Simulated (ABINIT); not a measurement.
# SiO2 (Quartz): G0W0 with ABINIT, start to end, part 2 of 3

Wanted: ground state, empty states, screening and self-energy for SiO2 (Quartz).

ABINIT 10.8.3; PBE and many-body steps on it, plane waves. Known limits of the many-body steps: not at the basis limit; coarse k mesh.

So far. Step 2 (Ground state): The gap is indirect, with the least direct gap 0.31 eV higher.

## 3. Bands along the symmetry lines

Level of this step: DFT, PBE, plane waves, norm-conserving pseudopotentials (ABINIT).

The cheap functional maps the bands first; the places of the edges decide which points the dearer methods must see.

Contents of run.abi:

```
acell 3*1.0 Angstrom
rprim 
  4.915799999986 0.000000000003 0.000000000000
  -2.457899999996 4.257207679910 0.000000000000
  0.000000000000 0.000000000000 5.409100000000
ntypat 2
znucl 14 8
natom 9
typat 1 1 1 2 2 2 2 2 2
xred 
  0.530300000000 0.000000000000 0.333333333333
  0.000000000000 0.530300000000 0.666666666667
  0.469700000000 0.469700000000 -0.000000000000
  0.146200000000 0.414200000000 0.881000000000
  0.585800000000 0.732000000000 0.214333333333
  0.268000000000 0.853800000000 0.547666666667
  0.414200000000 0.146200000000 0.119000000000
  0.732000000000 0.585800000000 0.785666666667
  0.853800000000 0.268000000000 0.452333333333
pp_dirpath "pseudos"
pseudos "Si.upf, O.upf"
ecut 36
iscf -2
irdden 1
kptopt 0
nkpt 39
kpt 
  0.00000000 0.00000000 0.00000000
  0.12500000 0.00000000 0.00000000
  0.25000000 0.00000000 0.00000000
  0.37500000 0.00000000 0.00000000
  0.50000000 0.00000000 0.00000000
  0.45833333 0.08333333 0.00000000
  0.41666666 0.16666666 0.00000000
  0.37500000 0.25000000 0.00000000
  0.33333333 0.33333333 0.00000000
  0.25000000 0.25000000 0.00000000
  0.16666666 0.16666666 0.00000000
  0.08333333 0.08333333 0.00000000
  0.00000000 0.00000000 0.00000000
  0.00000000 0.00000000 0.12500000
  0.00000000 0.00000000 0.25000000
  0.00000000 0.00000000 0.37500000
  0.00000000 0.00000000 0.50000000
  0.12500000 0.00000000 0.50000000
  0.25000000 0.00000000 0.50000000
  0.37500000 0.00000000 0.50000000
  0.50000000 0.00000000 0.50000000
  0.45833333 0.08333333 0.50000000
  0.41666666 0.16666666 0.50000000
  0.37500000 0.25000000 0.50000000
  0.33333333 0.33333333 0.50000000
  0.25000000 0.25000000 0.50000000
  0.16666666 0.16666666 0.50000000
  0.08333333 0.08333333 0.50000000
  0.00000000 0.00000000 0.50000000
  0.50000000 0.00000000 0.50000000
  0.50000000 0.00000000 0.37500000
  0.50000000 0.00000000 0.25000000
  0.50000000 0.00000000 0.12500000
  0.50000000 -0.00000000 0.00000000
  0.33333333 0.33333333 0.50000000
  0.33333333 0.33333333 0.37500000
  0.33333333 0.33333333 0.25000000
  0.33333333 0.33333333 0.12500000
  0.33333333 0.33333333 0.00000000
istwfk *1
nband 37
nbdbuf 8
tolwfr 1e-07
nstep 50
prtwf 0
prtvol 0
indata_prefix "in"
outdata_prefix "out"
tmpdata_prefix "tmp"
```

Command:

```
OMP_NUM_THREADS=1 mpirun -n 8 abinit run.abi > log
```

Numbers of over 12 decimals in the logs are rounded to 6 here.

What it wrote:

```text
.Version 10.8.3 of ABINIT. v10.8.2 released Aug 2026.

 Symmetries : space group P3_1 2 1 (#152); Bravais hP (primitive hexag.)
[... echo of the input left out ...]
== DATASET  1 ==================================================================
-   mpi_nproc: 8, omp_nthreads: 1 (-1 if OMP is not activated)

--- !DatasetInfo
iteration_state: {dtset: 1, }
dimensions: {natom: 9, nkpt: 39, mband: 37, nsppol: 1, nspinor: 1, nspden: 1, mpw: 7935, }
cutoff_energies: {ecut:  36.0, pawecutdg:  -1.0, }
electrons: {nelect:   4.80000000E+01, charge:   0.00000000E+00, occopt:   1.00000000E+00, tsmear:   1.00000000E-02, }

 Real(R)+Recip(G) space primitive vectors, cartesian coordinates (Bohr,Bohr^-1):
 R(1)=  9.2895157  0.0000000  0.0000000  G(1)=  0.1076482  0.0621507  0.0000000
 R(2)= -4.6447578  8.0449566  0.0000000  G(2)=  0.0000000  0.1243015  0.0000000
 R(3)=  0.0000000  0.0000000 10.2217176  G(3)=  0.0000000  0.0000000  0.0978309
 Unit cell volume ucvol=  7.6390729E+02 bohr^3
 Angles (23,13,12)=  9.00000000E+01  9.00000000E+01  1.20000000E+02 degrees

 getcut: wavevector=  0.0000  0.0000  0.0000  ngfft=  54  54  60
         ecut(hartree)=     36.000   => boxcut(ratio)=   2.15270

--- Pseudopotential description ------------------------------------------------
- Si Generated using ONCVPSP code by D. R. Hamann
- 14.00000   4.00000  171031                  znucl, zion, pspdat
12 -101130 2 -1 1510                          pspcod,pspxc,lmax,lloc,mmax
     nproj     2     2     2
  pspatm : epsatm=    9.34321561
         --- l  ekb(1:nproj) -->
             0    5.168965    0.829883
             1    2.571282    0.578307
             2   -2.427311   -0.488097
 pspatm: atomic psp has been read  and splines computed

- O Generated using ONCVPSP code by D. R. Hamann
-  8.00000   6.00000  171031                  znucl, zion, pspdat
12 -101130 2 -1 936                           pspcod,pspxc,lmax,lloc,mmax
     nproj     2     2     1
  pspatm : epsatm=    6.19545534
         --- l  ekb(1:nproj) -->
[...]
2   -1.331955
 pspatm: atomic psp has been read  and splines computed

--------------------------------------------------------------------------------

================================================================================
 prteigrs : about to open file out_EIG
 Non-SCF case, kpt    1 (  0.00000  0.00000  0.00000), residuals and eigenvalues=
  1.69E-08  1.51E-08  7.30E-08  1.27E-08  1.14E-08  5.90E-08  2.21E-08  9.45E-08
  3.70E-08  7.46E-08  1.56E-08  9.73E-08  4.31E-08  8.26E-08  3.27E-08  3.96E-08
  3.43E-08  8.19E-08  5.67E-08  2.18E-08  2.91E-08  8.01E-08  7.42E-08  9.19E-08
[...]
6.68E-06  2.32E-05  6.14E-05  5.60E-04  1.83E-03
 -7.0426E-01 -6.4805E-01 -6.4805E-01 -6.2445E-01 -6.2301E-01 -6.2301E-01
 -2.9558E-01 -2.9558E-01 -1.9235E-01 -1.9132E-01 -1.8529E-01 -1.8529E-01
[...]
4.8620E-01

--- !ResultsGS
iteration_state: {dtset: 1, }
comment   : Summary of ground state results
lattice_vectors:
- [  9.2895157,   0.0000000,   0.0000000, ]
- [ -4.6447578,   8.0449566,   0.0000000, ]
- [  0.0000000,   0.0000000,  10.2217176, ]
lattice_lengths: [   9.28952,    9.28952,   10.22172, ]
lattice_angles: [ 90.000,  90.000, 120.000, ] # degrees, (23, 13, 12)
lattice_volume:   7.6390729E+02
convergence: {deltae:  0.000E+00, res2:  0.000E+00, residm:  9.963E-08, diffor:  0.000E+00, }
etotal    :  -1.12355243E+02
entropy   :   0.00000000E+00
fermie    :   7.24587944E-03
cartesian_stress_tensor: null
pressure_GPa: null
xred      :
- [  5.3030E-01,   2.5857E-29,   3.3333E-01, Si]
- [ -2.2564E-18,   5.3030E-01,   6.6667E-01, Si]
- [  4.6970E-01,   4.6970E-01,   1.3878E-16, Si]
- [  1.4620E-01,   4.1420E-01,   8.8100E-01,  O]
- [  5.8580E-01,   7.3200E-01,   2.1433E-01,  O]
- [  2.6800E-01,   8.5380E-01,   5.4767E-01,  O]
- [  4.1420E-01,   1.4620E-01,   1.1900E-01,  O]
- [  7.3200E-01,   5.8580E-01,   7.8567E-01,  O]
- [  8.5380E-01,   2.6800E-01,   4.5233E-01,  O]
cartesian_forces: null
force_length_stats: {min: null, max: null, mean: null, }

 Integrated electronic density in atomic spheres:
 ------------------------------------------------
 Atom  Sphere_radius  Integrated_density
[...]
================================================================================

 ----iterations are completed or convergence reached----

 Mean square residual over all n,k,spin=   46.802E-09; max=  99.631E-09
 reduced coordinates (array xred) for    9 atoms
[...]
0.732000000000      0.585800000000      0.785666666667
       0.853800000000      0.268000000000      0.452333333333

 cartesian coordinates (angstrom) at end:
    1      2.606849     1.59e-12     1.803033
    2     -1.303424     2.257597     3.606067
    3      1.154476     1.999610     0.000000
[...]
8      2.158528     2.493872     4.249750
    9      3.538393     1.140932     2.446716
 length scales=  1.889726125908  1.889726125908  1.889726125908 bohr
              =  1.000000000000  1.000000000000  1.000000000000 angstroms
 prteigrs : about to open file out_EIG
 Eigenvalues (hartree) for nkpt=  39  k points:
 kpt#   1, nband= 37, wtk=  1.00000, kpt=  0.0000  0.0000  0.0000 (reduced coord)
[...]
kpt#   2, nband= 37, wtk=  1.00000, kpt=  0.1250  0.0000  0.0000 (reduced coord)
[...]
kpt#   3, nband= 37, wtk=  1.00000, kpt=  0.2500  0.0000  0.0000 (reduced coord)
[...]
kpt#  38, nband= 37, wtk=  1.00000, kpt=  0.3333  0.3333  0.1250 (reduced coord)
[...]
0.44263    0.46197    0.46708    0.48618    0.48782
 kpt#  39, nband= 37, wtk=  1.00000, kpt=  0.3333  0.3333  0.0000 (reduced coord)
[...]
-0.06817   -0.06242   -0.05559   -0.03800   -0.03800   -0.00876   -0.00876    0.00725
   0.33625    0.33625    0.35404    0.38928    0.39494    0.39494    0.40735    0.40735
   0.45049    0.46087    0.48347    0.48402    0.48620

== END DATASET(S) ==============================================================
================================================================================

 -outvars: echo values of variables after computation  --------
            nband          37
             nkpt          39
          spgroup         152
 [... the other variables as echoed above ...]

 Calculation completed.
```

It took 27 s on 8 MPI ranks of Arm Neoverse V2, shared host; peak memory 0.76 GiB; 3.6 min of CPU time.

Numbers from this step:

```
gap                        : 6.038 eV
k of the valence top       : 0.3333, 0.3333, 0
k of the conduction bottom : 0, 0, 0
least direct gap           : 6.351 eV
```

The gap is 6.038 eV, as in the run before at this level.

Electronic bands along the path, in eV, zero at the top of the highest filled band:

```tsv
point	band 21	band 22	band 23	band 24	band 25	band 26	band 27	band 28
Γ	-0.99	-0.68	-0.31	-0.31	6.04	9.33	9.33	9.79
halfway	-1.00	-0.83	-0.24	-0.15	6.92	9.33	9.40	9.90
M	-1.04	-0.78	-0.27	-0.04	8.29	9.02	9.74	9.75
halfway	-1.10	-0.63	-0.31	-0.02	8.48	9.08	9.63	9.96
K	-1.23	-0.44	-0.44	0.00	8.95	8.95	9.44	10.40
halfway	-0.91	-0.87	-0.25	-0.11	7.16	9.34	9.49	9.94
Γ	-0.99	-0.68	-0.31	-0.31	6.04	9.33	9.33	9.79
halfway	-1.07	-0.53	-0.22	-0.09	6.63	9.17	9.27	9.29
A	-1.20	-0.21	-0.21	-0.09	7.97	7.97	9.08	9.76
halfway	-1.08	-0.44	-0.41	-0.15	8.36	8.50	9.40	9.74
L	-0.88	-0.83	-0.60	-0.19	8.94	9.41	9.70	9.86
halfway	-0.86	-0.83	-0.62	-0.33	8.97	9.59	9.79	9.90
H	-0.94	-0.76	-0.58	-0.58	9.03	9.82	9.82	10.12
halfway	-1.05	-0.54	-0.38	-0.22	8.48	8.66	9.46	9.92
A	-1.20	-0.21	-0.21	-0.09	7.97	7.97	9.08	9.76
jump to L	-0.88	-0.83	-0.60	-0.19	8.94	9.41	9.70	9.86
halfway	-0.96	-0.72	-0.44	-0.12	8.57	9.12	9.60	10.07
M	-1.04	-0.78	-0.27	-0.04	8.29	9.02	9.74	9.75
jump to H	-0.94	-0.76	-0.58	-0.58	9.03	9.82	9.82	10.12
halfway	-1.01	-0.55	-0.51	-0.20	8.95	9.27	9.62	10.23
K	-1.23	-0.44	-0.44	0.00	8.95	8.95	9.44	10.40
```

## 4. Empty states on the mesh, 3×3×2 mesh, 221 bands

The sums over transitions need many empty states on a uniform mesh; this step solves for them.

Contents of run.abi:

```
acell 3*1.0 Angstrom
rprim 
  4.915799999986 0.000000000003 0.000000000000
  -2.457899999996 4.257207679910 0.000000000000
  0.000000000000 0.000000000000 5.409100000000
ntypat 2
znucl 14 8
natom 9
typat 1 1 1 2 2 2 2 2 2
xred 
  0.530300000000 0.000000000000 0.333333333333
  0.000000000000 0.530300000000 0.666666666667
  0.469700000000 0.469700000000 -0.000000000000
  0.146200000000 0.414200000000 0.881000000000
  0.585800000000 0.732000000000 0.214333333333
  0.268000000000 0.853800000000 0.547666666667
  0.414200000000 0.146200000000 0.119000000000
  0.732000000000 0.585800000000 0.785666666667
  0.853800000000 0.268000000000 0.452333333333
pp_dirpath "pseudos"
pseudos "Si.upf, O.upf"
ecut 36
ngkpt 3 3 2
nshiftk 1
shiftk 0 0 0
kptopt 1
chksymbreak 0
iscf -2
irdden 1
istwfk *1
nband 221
nbdbuf 20
tolwfr 1e-09
nstep 60
prtvol 0
indata_prefix "in"
outdata_prefix "out"
tmpdata_prefix "tmp"
```

Command:

```
OMP_NUM_THREADS=1 mpirun -n 6 abinit run.abi > log
```

What it wrote:

```text
.Version 10.8.3 of ABINIT. v10.8.2 released Aug 2026.

 Symmetries : space group P3_1 2 1 (#152); Bravais hP (primitive hexag.)
[... echo of the input left out ...]
== DATASET  1 ==================================================================
-   mpi_nproc: 6, omp_nthreads: 1 (-1 if OMP is not activated)

--- !DatasetInfo
iteration_state: {dtset: 1, }
dimensions: {natom: 9, nkpt: 6, mband: 221, nsppol: 1, nspinor: 1, nspden: 1, mpw: 7935, }
cutoff_energies: {ecut:  36.0, pawecutdg:  -1.0, }
electrons: {nelect:   4.80000000E+01, charge:   0.00000000E+00, occopt:   1.00000000E+00, tsmear:   1.00000000E-02, }

 Real(R)+Recip(G) space primitive vectors, cartesian coordinates (Bohr,Bohr^-1):
 R(1)=  9.2895157  0.0000000  0.0000000  G(1)=  0.1076482  0.0621507  0.0000000
 R(2)= -4.6447578  8.0449566  0.0000000  G(2)=  0.0000000  0.1243015  0.0000000
 R(3)=  0.0000000  0.0000000 10.2217176  G(3)=  0.0000000  0.0000000  0.0978309
 Unit cell volume ucvol=  7.6390729E+02 bohr^3
 Angles (23,13,12)=  9.00000000E+01  9.00000000E+01  1.20000000E+02 degrees

 getcut: wavevector=  0.0000  0.0000  0.0000  ngfft=  54  54  60
         ecut(hartree)=     36.000   => boxcut(ratio)=   2.15270

--- Pseudopotential description ------------------------------------------------
- Si Generated using ONCVPSP code by D. R. Hamann
- 14.00000   4.00000  171031                  znucl, zion, pspdat
12 -101130 2 -1 1510                          pspcod,pspxc,lmax,lloc,mmax
     nproj     2     2     2
  pspatm : epsatm=    9.34321561
         --- l  ekb(1:nproj) -->
             0    5.168965    0.829883
             1    2.571282    0.578307
             2   -2.427311   -0.488097
 pspatm: atomic psp has been read  and splines computed

- O Generated using ONCVPSP code by D. R. Hamann
-  8.00000   6.00000  171031                  znucl, zion, pspdat
12 -101130 2 -1 936                           pspcod,pspxc,lmax,lloc,mmax
     nproj     2     2     1
  pspatm : epsatm=    6.19545534
         --- l  ekb(1:nproj) -->
[...]
2   -1.331955
 pspatm: atomic psp has been read  and splines computed

--------------------------------------------------------------------------------

================================================================================
 prteigrs : about to open file out_EIG
 Non-SCF case, kpt    1 (  0.00000  0.00000  0.00000), residuals and eigenvalues=
  5.20E-11  1.13E-10  4.11E-10  6.68E-11  2.39E-10  2.98E-10  1.90E-10  8.84E-10
  1.72E-10  1.44E-10  1.71E-10  1.55E-10  1.22E-10  1.11E-10  1.35E-10  1.54E-10
  1.25E-10  1.38E-10  8.11E-11  9.96E-11  1.15E-10  1.57E-10  1.11E-10  1.37E-10
[...]
1.09E-05  1.72E-05  1.12E-04  3.54E-04  4.41E-04
 -7.0426E-01 -6.4805E-01 -6.4805E-01 -6.2445E-01 -6.2301E-01 -6.2301E-01
 -2.9558E-01 -2.9558E-01 -1.9235E-01 -1.9132E-01 -1.8529E-01 -1.8529E-01
 -1.0056E-01 -1.0056E-01 -9.1581E-02 -8.2572E-02 -4.7837E-02 -4.7837E-02
[...]
2.7483E+00  2.7502E+00  2.7675E+00  2.7675E+00  2.7692E+00  2.7692E+00
  2.8024E+00  2.8086E+00  2.8086E+00  2.8497E+00  2.8696E+00  2.8697E+00
  2.8730E+00  2.8778E+00  2.8780E+00  2.8976E+00  2.9069E+00
 prteigrs : prtvol=0 or 1, do not print more k-points.

--- !ResultsGS
iteration_state: {dtset: 1, }
comment   : Summary of ground state results
lattice_vectors:
- [  9.2895157,   0.0000000,   0.0000000, ]
- [ -4.6447578,   8.0449566,   0.0000000, ]
- [  0.0000000,   0.0000000,  10.2217176, ]
lattice_lengths: [   9.28952,    9.28952,   10.22172, ]
lattice_angles: [ 90.000,  90.000, 120.000, ] # degrees, (23, 13, 12)
lattice_volume:   7.6390729E+02
convergence: {deltae:  0.000E+00, res2:  0.000E+00, residm:  9.950E-10, diffor:  0.000E+00, }
etotal    :  -1.12355243E+02
entropy   :   0.00000000E+00
fermie    :   7.24587944E-03
cartesian_stress_tensor: null
pressure_GPa: null
xred      :
- [  5.3030E-01,   2.5857E-29,   3.3333E-01, Si]
- [ -2.2564E-18,   5.3030E-01,   6.6667E-01, Si]
- [  4.6970E-01,   4.6970E-01,   1.3878E-16, Si]
- [  1.4620E-01,   4.1420E-01,   8.8100E-01,  O]
- [  5.8580E-01,   7.3200E-01,   2.1433E-01,  O]
- [  2.6800E-01,   8.5380E-01,   5.4767E-01,  O]
- [  4.1420E-01,   1.4620E-01,   1.1900E-01,  O]
- [  7.3200E-01,   5.8580E-01,   7.8567E-01,  O]
- [  8.5380E-01,   2.6800E-01,   4.5233E-01,  O]
cartesian_forces: null
force_length_stats: {min: null, max: null, mean: null, }

 Integrated electronic density in atomic spheres:
 ------------------------------------------------
 Atom  Sphere_radius  Integrated_density
[...]
================================================================================

 ----iterations are completed or convergence reached----

 Mean square residual over all n,k,spin=   33.372E-11; max=  99.498E-11
 reduced coordinates (array xred) for    9 atoms
[...]
0.732000000000      0.585800000000      0.785666666667
       0.853800000000      0.268000000000      0.452333333333

 cartesian coordinates (angstrom) at end:
    1      2.606849     1.59e-12     1.803033
    2     -1.303424     2.257597     3.606067
    3      1.154476     1.999610     0.000000
[...]
8      2.158528     2.493872     4.249750
    9      3.538393     1.140932     2.446716
 length scales=  1.889726125908  1.889726125908  1.889726125908 bohr
              =  1.000000000000  1.000000000000  1.000000000000 angstroms
 prteigrs : about to open file out_EIG
 Eigenvalues (hartree) for nkpt=   6  k points:
 kpt#   1, nband=221, wtk=  0.05556, kpt=  0.0000  0.0000  0.0000 (reduced coord)
[...]
2.71034    2.71034    2.74296    2.74296    2.74829    2.75017    2.76751    2.76751
   2.76920    2.76920    2.80238    2.80862    2.80862    2.84969    2.86961    2.86971
   2.87300    2.87782    2.87802    2.89762    2.90690
 prteigrs : prtvol=0 or 1, do not print more k-points.

== END DATASET(S) ==============================================================
================================================================================

 -outvars: echo values of variables after computation  --------
            nband         221
             nkpt           6
          spgroup         152
 [... the other variables as echoed above ...]

 Calculation completed.
```

The job ended after 71 s (6 MPI ranks; peak memory 0.75 GiB).

Numbers from this step:

| Property | Result |
| --- | --- |
| gap | 6.038 eV |
| k of the valence top | 0.3333, 0.3333, 0 |
| k of the conduction bottom | 0, 0, 0 |
| least direct gap | 6.351 eV |
| k points computed | 6 |
| lowest point of the top converged band, above the valence top | 72.3526 eV |

On this mesh the gap is 6.038 eV.

## 5. Screening, 3×3×2 mesh, 201 bands, screening to 106.1 eV

The RPA dielectric matrix is built and inverted for each q.

This step: RPA screening on PBE, plane waves, norm-conserving pseudopotentials.

run.abi, as its differences from that of step 4:

```diff
@@ -27,10 +27,11 @@
 chksymbreak 0
-iscf -2
-irdden 1
 istwfk *1
-nband 221
-nbdbuf 20
-tolwfr 1e-09
-nstep 60
-prtvol 0
+occopt 1
+irdwfk 1
+optdriver 3
+nband 201
+ecuteps 3.9
+inclvkb 2
+awtr 1
+symchi 1
 indata_prefix "in"
```

Command:

```
OMP_NUM_THREADS=1 mpirun -n 8 abinit run.abi > log
```

What it wrote:

```text
.Version 10.8.3 of ABINIT. v10.8.2 released Aug 2026.

 Symmetries : space group P3_1 2 1 (#152); Bravais hP (primitive hexag.)
[... echo of the input left out ...]
== DATASET  1 ==================================================================
-   mpi_nproc: 8, omp_nthreads: 1 (-1 if OMP is not activated)

--- !DatasetInfo
iteration_state: {dtset: 1, }
dimensions: {natom: 9, nkpt: 6, mband: 201, nsppol: 1, nspinor: 1, nspden: 1, mpw: 7935, }
cutoff_energies: {ecut:  36.0, pawecutdg:  -1.0, }
electrons: {nelect:   4.80000000E+01, charge:   0.00000000E+00, occopt:   1.00000000E+00, tsmear:   1.00000000E-02, }

 SCREENING: Calculation of the susceptibility and dielectric matrices

 Based on a program developped by R.W. Godby, V. Olevano, G. Onida, and L. Reining.
 Incorporated in ABINIT by V. Olevano, G.-M. Rignanese, and M. Torrent.
.Using double precision arithmetic ; gwpc =  8

[... cell and pseudopotentials left out ...]
--------------------------------------------------------------------------------

 ==== K-mesh for the wavefunctions ====
 Number of points in the irreducible wedge :     6
[... list of points left out ...]
 Together with  6 symmetry operations and time-reversal symmetry
 yields    18 points in the full Brillouin Zone.

 ==== Q-mesh for the screening function ====
 Number of points in the irreducible wedge :     6
[... list of points left out ...]
 Together with  6 symmetry operations and time-reversal symmetry
 yields    18 points in the full Brillouin Zone.

 setmesh: FFT mesh size selected  =    36x   36x   45
          total number of points  =        58320

 vcoul_init : cutoff-mode = AUXILIARY_FUNCTION
 q-points for optical limit:   1
     1)      0.000010    0.000020    0.000030

- screening: taking advantage of time-reversal symmetry
- Maximum band index for partially occupied states nbvw = 24
- Remaining bands to be divided among processors   nbcw = 177
- Number of bands treated by each node ~22

 Number of electrons calculated from density =   48.0000; Expected =   48.0000
 average of density, n =  0.062835
 r_s =    1.5604
 omega_plasma =   24.1800 [eV]

 calculating chi0 at frequencies [eV] :
  1    0.000000E+00    0.000000E+00
  2    0.000000E+00    2.417998E+01

--------------------------------------------------------------------------------
  q-point number  1        q = ( 0.000000, 0.000000, 0.000000) [r.l.u.]
--------------------------------------------------------------------------------
[... chi0 elements left out ...]
 For q-point:  0.000010 0.000020 0.000030
  dielectric constant =   2.3404
  dielectric constant without local fields =   2.5371

  Average fulfillment of the sum rule on Im[epsilon] for q-point    1 :     68.08  [%]
[... wings left out ...]
  q-point number  2        q = ( 0.333333, 0.000000, 0.000000) [r.l.u.]
--------------------------------------------------------------------------------
[... chi0 elements left out ...]
  Average fulfillment of the sum rule on Im[epsilon] for q-point    2 :     73.50  [%]

 [... 4 further q-points ...]
```

The job ended after 59 s (8 MPI ranks; peak memory 3.4 GiB; 7.8 min of CPU time).

Numbers from this step:

| Item | Value |
| --- | --- |
| ε∞ with local fields, on this mesh, along the program's q direction | 2.340 |
| the same without local fields | 2.537 |
| plasma frequency | 24.18 eV |
| plane waves in the screening matrix | 279 |

Local fields lower ε∞ by 8 %. On a Γ-centred mesh this coarse the value itself is usually too large, while a short band sum pulls it down.

[end of part 2 of 3]

[Paths, hosts, dates, memory and timing lines, banners, echoed tables and standing remarks are left out of the program output.]

[Logs are printed without paths, hosts, clocks, repeated set-up lines and the standing remarks that a program may print on its own settings, such as how far it seeks lower states.]

[Runs of the session that timed out or met a known fault of the program may be left out.]

[Hosts, paths, dates, database ids (printed as entryN), source tags and the programs' standing remarks are cut or masked in the printed files.]

[G0W0 gaps are taken among the corrected bands and points alone; a level outside them can change the order at an edge.]

[Where Ansatz stands beside ABINIT at settings called matched, ABINIT's density can come from a denser mesh and the files from another edition; pairs whose starting gaps differed by over 0.03 eV were left out, so agreement reads better than it is.]
